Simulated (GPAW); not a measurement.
# Dielectric function and optical constants of CsPbI2Br

Aim: the dielectric function of CsPbI2Br, and the optical constants that follow from it.

Program: GPAW 26.7.0. Level of theory: DFT, PBE, plane-wave PAW (GPAW data sets), scalar-relativistic, RPA, optical limit. Results are calculated unless marked as measured.

Most raw output is cut from this account.

### Step 1. The structure

Symmetry: P4/mmm, No. 123, tetragonal system. The conventional cell has a = 6.375 Å, b = 6.375 Å, c = 5.962 Å, α = 90.00°, β = 90.00°, γ = 90.00°. Nearest to Pb lie 2 Br at 2.98 Å and 4 I at 3.19 Å. Cs has 8 I at 4.36 Å and 4 Br at 4.51 Å nearest. I has 2 Pb at 3.19 Å and 4 Cs at 4.36 Å nearest. Nearest to Br lie 2 Pb at 2.98 Å and 4 Cs at 4.51 Å. Farther neighbours and most contacts between anions are not listed.

### Step 2. Ground state

The self-consistent density comes first; it also tells whether there is a gap, which decides the occupations and the need for a Drude term.

This step: DFT, PBE, plane-wave PAW (GPAW data sets), scalar-relativistic, ground state (GPAW 26.7.0).

Contents of gs.py:

```python
from ase import Atoms
from ase.dft.bandgap import bandgap
from gpaw import GPAW, PW, FermiDirac

atoms = Atoms(['Pb', 'Cs', 'I', 'I', 'Br'],
              cell=[[6.375296000000, 0.000000000000, 0.000000000000],
                    [0.000000000000, 6.375296000000, 0.000000000000],
                    [0.000000000000, 0.000000000000, 5.962220000000]],
              scaled_positions=[[0.000000000000, 0.000000000000, 0.000000000000],
                                [0.500000000000, 0.500000000000, 0.500000000000],
                                [0.500000000000, 0.000000000000, 0.000000000000],
                                [0.000000000000, 0.500000000000, 0.000000000000],
                                [0.000000000000, 0.000000000000, 0.500000000000]],
              pbc=[True, True, True])
atoms.calc = GPAW(mode=PW(450), xc='PBE', kpts={'size': (4, 4, 4), 'gamma': True},
                  occupations=FermiDirac(0.05), maxiter=150, txt='gs.txt')
print('energy (eV)', atoms.get_potential_energy())
print('Fermi level (eV)', atoms.calc.get_fermi_level())
print('valence electrons', atoms.calc.get_number_of_electrons())
print('gap (eV)', bandgap(atoms.calc, output=None)[0])
print('direct gap (eV)', bandgap(atoms.calc, direct=True, output=None)[0])
atoms.calc.write('gs.gpw')
```

On the command line:

```
> OMP_NUM_THREADS=1 python gs.py
```

The job ended after 41 s (1 thread of AMD EPYC 7R43, shared host; peak memory 0.25 GiB).

Read-outs, printed or worked out from the files:

- energy: -14.75 eV
- Fermi energy: 2.804 eV
- gap on the k-mesh: 1.410 eV
- direct gap on the mesh: 1.410 eV
- electrons: 44

There is a gap, 1.41 eV on this mesh (points off the mesh can give less), so no carriers' term is needed.

### Step 3. Bands for the response

The response needs many more empty bands than the density does.

This step: DFT, PBE, plane-wave PAW (GPAW data sets), scalar-relativistic, bands at fixed density (GPAW 26.7.0).

Contents of nscf.py:

```python
from ase.dft.bandgap import bandgap
from gpaw import GPAW, FermiDirac

calc = GPAW('gs.gpw').fixed_density(kpts={'size': (4, 4, 6), 'gamma': True}, nbands=104, convergence={'bands': 98},
                                    occupations=FermiDirac(0.001), txt='nscf.txt')
print('gap (eV)', bandgap(calc, output=None)[0])
print('direct gap (eV)', bandgap(calc, direct=True, output=None)[0])
print('top band over the Fermi level (eV)', min(calc.get_eigenvalues(kpt=k)[97] for k in range(len(calc.get_ibz_k_points()))) - calc.get_fermi_level())
calc.write('full.gpw', mode='all')
```

On the command line:

```
> OMP_NUM_THREADS=1 python nscf.py
```

Elapsed: 12 min, on 1 thread; peak memory 0.47 GiB.

### Step 4. Dielectric function, RPA

Transitions between filled and empty bands, summed over the zone, give the optical response, so mesh, band count and broadening shape it.

The induced potential is part of this response.

This step: DFT, PBE, plane-wave PAW (GPAW data sets), scalar-relativistic, RPA, optical limit (GPAW 26.7.0).

Contents of df.py:

```python
from gpaw.response.df import DielectricFunction

df = DielectricFunction('full.gpw', frequencies={'type': 'nonlinear', 'domega0': 0.03, 'omega2': 8},
                        ecut=30,
                        eta=0.1,
                        nbands=98,
                        txt='df.txt')
for direction in ['x', 'z']:
    df.get_dielectric_function(xc='RPA', direction=direction, filename=f'df_{direction}.csv')
```

On the command line:

```
> OMP_NUM_THREADS=1 python df.py
```

Elapsed: 69 s, on 1 thread; peak memory 0.47 GiB.

This step gave:

| Quantity | Value |
| --- | --- |
| electronic dielectric constant ε∞, mean over x, y and z (by symmetry where fewer were run) | 6.334 |

Some rows of df_x.csv (energy; Re and Im without local fields; Re and Im with them):

```text
0.000000, 7.812563, 0.000000, 7.144225, 0.000000
0.460735, 8.029934, 0.101013, 7.350737, 0.096012
0.943989, 8.945170, 0.337619, 8.221686, 0.321621
1.451455, 9.209445, 3.283419, 8.474560, 3.192930
1.984998, 11.289134, 5.732079, 10.412119, 5.442717
2.546682, 4.202376, 9.590630, 3.433590, 9.343836
3.138794, -3.144293, 8.149641, -3.517877, 7.873127
3.763875, -0.862151, 2.034857, -1.366459, 1.926139
4.424758, 2.295579, 1.622979, 1.467026, 1.438041
5.124608, 1.699007, 2.457828, 0.816185, 2.010459
5.866977, 3.039906, 2.974109, 2.050926, 1.897782
6.655862, 0.354711, 3.792304, 0.426494, 2.749668
7.495775, 0.926348, 2.271747, 0.748403, 1.621632
8.391833, 1.115822, 2.606486, 1.077038, 1.646225
9.349861, 0.165962, 1.955768, 0.209464, 1.661473
10.376517, 0.181526, 1.422452, 0.325529, 1.144540
11.479449, 0.477444, 1.273120, 0.719385, 0.770873
12.667487, 0.953363, 1.583366, 0.805012, 1.002183
13.950874, -0.520440, 2.557904, 0.793961, 1.022666
```

The Im ε has structure finer than the step of the table below, so its rows give means over 0.5 eV, whole bins alone (the curve runs from 0 to 15.0 eV). Peaks (eV: height): E ∥ x 2.43: 12.7, 2.82: 13.6, 6.49: 3.35; E ∥ z 1.59: 1.84, 2.28: 4.87, 3.06: 6.44, 3.34: 6.45, 4.61: 3.13, 6.71: 3.39, 9.02: 2.29.

Sum at mesh points, not converged in k; values under the direct gap are tails of Lorentzian lines. Im ε against photon energy; means over each step:

```csv
photon energy (eV),E ∥ x,E ∥ z
0.5,0.111,0.0378
1.0,0.470,0.120
1.5,2.48,0.932
2.0,6.17,1.34
2.5,10.3,3.14
3.0,10.5,4.28
3.5,3.44,5.17
4.0,1.44,2.78
4.5,1.76,2.79
5.0,2.13,2.48
5.5,1.56,2.20
6.0,2.08,1.79
6.5,2.95,2.74
7.0,2.08,2.46
7.5,1.58,1.73
8.0,1.50,1.34
8.5,1.71,1.52
9.0,2.08,2.01
9.5,1.50,1.79
10.0,1.33,1.68
10.5,1.08,1.24
11.0,0.906,1.24
11.5,0.856,1.05
12.0,0.924,1.03
12.5,1.02,1.36
13.0,0.992,1.16
13.5,1.02,1.15
14.0,1.04,0.995
14.5,0.893,0.959
```

The reflectivity at normal incidence has structure finer than the step of the table below, so its rows give means over 0.5 eV, whole bins alone (the curve runs from 0 to 15.0 eV). Peaks (eV: height): E ∥ x 2.47: 40.8, 3.38: 54.2, 4.79: 14.1, 6.55: 20.3, 9.15: 16.6; E ∥ z 1.52: 18.7, 2.24: 25.4, 3.06: 28.2, 3.34: 28.8, 3.81: 26.9, 4.61: 16.7, 6.82: 20.0.

Sum at mesh points, not converged in k. Reflectivity at normal incidence against photon energy; means over each step:

```csv
photon energy (eV),E ∥ x (%),E ∥ z (%)
0.5,21.4,14.0
1.0,24.0,15.1
1.5,27.2,17.0
2.0,31.9,19.6
2.5,37.1,19.3
3.0,47.9,23.4
3.5,47.8,25.3
4.0,22.2,16.9
4.5,9.24,14.8
5.0,12.9,13.8
5.5,8.13,12.0
6.0,10.8,9.27
6.5,18.0,14.6
7.0,15.9,17.4
7.5,10.6,11.4
8.0,8.47,7.13
8.5,9.55,7.76
9.0,14.4,11.5
9.5,14.2,11.6
10.0,10.5,11.5
10.5,10.6,10.7
11.0,6.58,7.76
11.5,4.85,7.04
12.0,4.75,5.11
12.5,5.75,8.21
13.0,5.57,8.14
13.5,6.07,8.15
14.0,6.62,7.40
14.5,6.38,6.54
```

The loss function −Im 1/ε at q → 0 has structure finer than the step of the table below, so its rows give means over 0.5 eV, whole bins alone (the curve runs from 0 to 15.0 eV). Peaks (eV: height): E ∥ x 3.98: 0.726, 5.22: 0.454, 7.27: 0.572, 9.75: 0.772, 10.66: 0.895, 14.49: 0.846; E ∥ z 3.98: 0.386, 5.66: 0.349, 7.79: 0.591, 10.52: 0.787, 11.40: 0.752, 13.69: 0.772.

Sum at mesh points, not converged in k; values under the direct gap are tails of Lorentzian lines. Loss function −Im 1/ε at q → 0 against energy loss; means over each step:

```csv
energy loss (eV),E ∥ x,E ∥ z
0.5,0.00199,0.00162
1.0,0.00609,0.00444
1.5,0.0254,0.0294
2.0,0.0440,0.0268
2.5,0.0701,0.0896
3.0,0.0894,0.0862
3.5,0.207,0.165
4.0,0.619,0.296
4.5,0.358,0.232
5.0,0.388,0.305
5.5,0.367,0.318
6.0,0.254,0.285
6.5,0.291,0.231
7.0,0.465,0.402
7.5,0.526,0.488
8.0,0.466,0.454
8.5,0.413,0.376
9.0,0.427,0.352
9.5,0.648,0.470
10.0,0.651,0.508
10.5,0.832,0.700
11.0,0.781,0.591
11.5,0.664,0.678
12.0,0.586,0.520
12.5,0.608,0.532
13.0,0.617,0.668
13.5,0.637,0.679
14.0,0.662,0.759
14.5,0.773,0.731
```

The Im ε, E ∥ x has structure finer than the step of the table below, so its rows give means over 0.5 eV, whole bins alone (the curve runs from 0 to 15.0 eV). Peaks (eV: height): without local fields 2.43: 13.1, 2.82: 14.3, 6.39: 4.88; with local fields 2.43: 12.7, 2.82: 13.6, 6.49: 3.35.

Sum at mesh points, not converged in k; values under the direct gap are tails of Lorentzian lines. The Im ε, E ∥ x by photon energy; means over each step:

```csv
photon energy (eV),without local fields,with local fields
0.5,0.117,0.111
1.0,0.494,0.470
1.5,2.59,2.48
2.0,6.46,6.17
2.5,10.8,10.3
3.0,10.9,10.5
3.5,3.60,3.44
4.0,1.54,1.44
4.5,1.98,1.76
5.0,2.55,2.13
5.5,2.19,1.56
6.0,3.20,2.08
6.5,4.30,2.95
7.0,2.86,2.08
7.5,2.19,1.58
8.0,2.30,1.50
8.5,2.76,1.71
9.0,2.70,2.08
9.5,1.98,1.50
10.0,2.00,1.33
10.5,1.37,1.08
11.0,1.43,0.906
11.5,1.31,0.856
12.0,1.34,0.924
12.5,1.47,1.02
13.0,1.81,0.992
13.5,2.23,1.02
14.0,2.16,1.04
14.5,1.32,0.893
```

From ε follow the optical constants at some laser and lamp lines:

```csv
wavelength (nm),n x,k x,R (%) x,1/α x,n z,k z,R (%) z,1/α z
1064,3.03,0.121,25.5,700 nm,2.31,0.037,15.7,2.3 µm
800,2.98,0.343,25.3,186 nm,2.47,0.319,18.6,200 nm
633,3.26,0.785,30.5,64 nm,2.49,0.140,18.3,359 nm
532,3.41,1.442,36.6,29 nm,2.33,0.913,21.8,46 nm
450,3.02,2.027,40.4,18 nm,2.32,0.506,17.7,71 nm
365,0.93,2.081,53.9,14 nm,2.01,1.397,27.0,21 nm
308,0.84,0.823,17.3,30 nm,1.33,0.792,12.2,31 nm
```

Below the direct gap, k and the depth come from the tails of the Lorentzian lines, not from transitions.

### Step 5. Results

* electronic dielectric constant ε∞, mean over x, y and z (by symmetry where fewer were run) (RPA): 6.33

In words: At this level (PBE, RPA) CsPbI2Br has a mean ε∞ = 6.33 and n = 2.80 at 1550 nm (E ∥ x). On the mesh the gap is 1.41 eV and the least direct gap 1.41 eV. Local fields change the static value along x from 7.81 to 7.14 (-9 %). The static values by axis are 7.14 (x), 4.71 (z). Excitons and phonon-assisted transitions are missing; PBE gaps are as a rule too small, which pulls the onset down and ε∞ up, while the missing spin-orbit coupling works the other way with such heavy atoms. Spin-orbit coupling is left out although heavy atoms are present. The sum runs over mesh points 0.25 Å⁻¹ apart with no interpolation, so peaks are partly noise of the mesh and static values carry its error. Besides steps told in other documents, this task had 1 step that ran out of time; those not told in a step above aren't shown.

[Machine, clock and banner lines and Python warnings are left out of the logs.]

[Logs are printed without paths, hosts, clocks, repeated set-up lines and the standing remarks that a program may print on its own settings, such as how far it seeks lower states.]

[Hosts, paths, dates, database ids (printed as entryN), source tags and the programs' standing remarks are cut or masked in the printed files.]
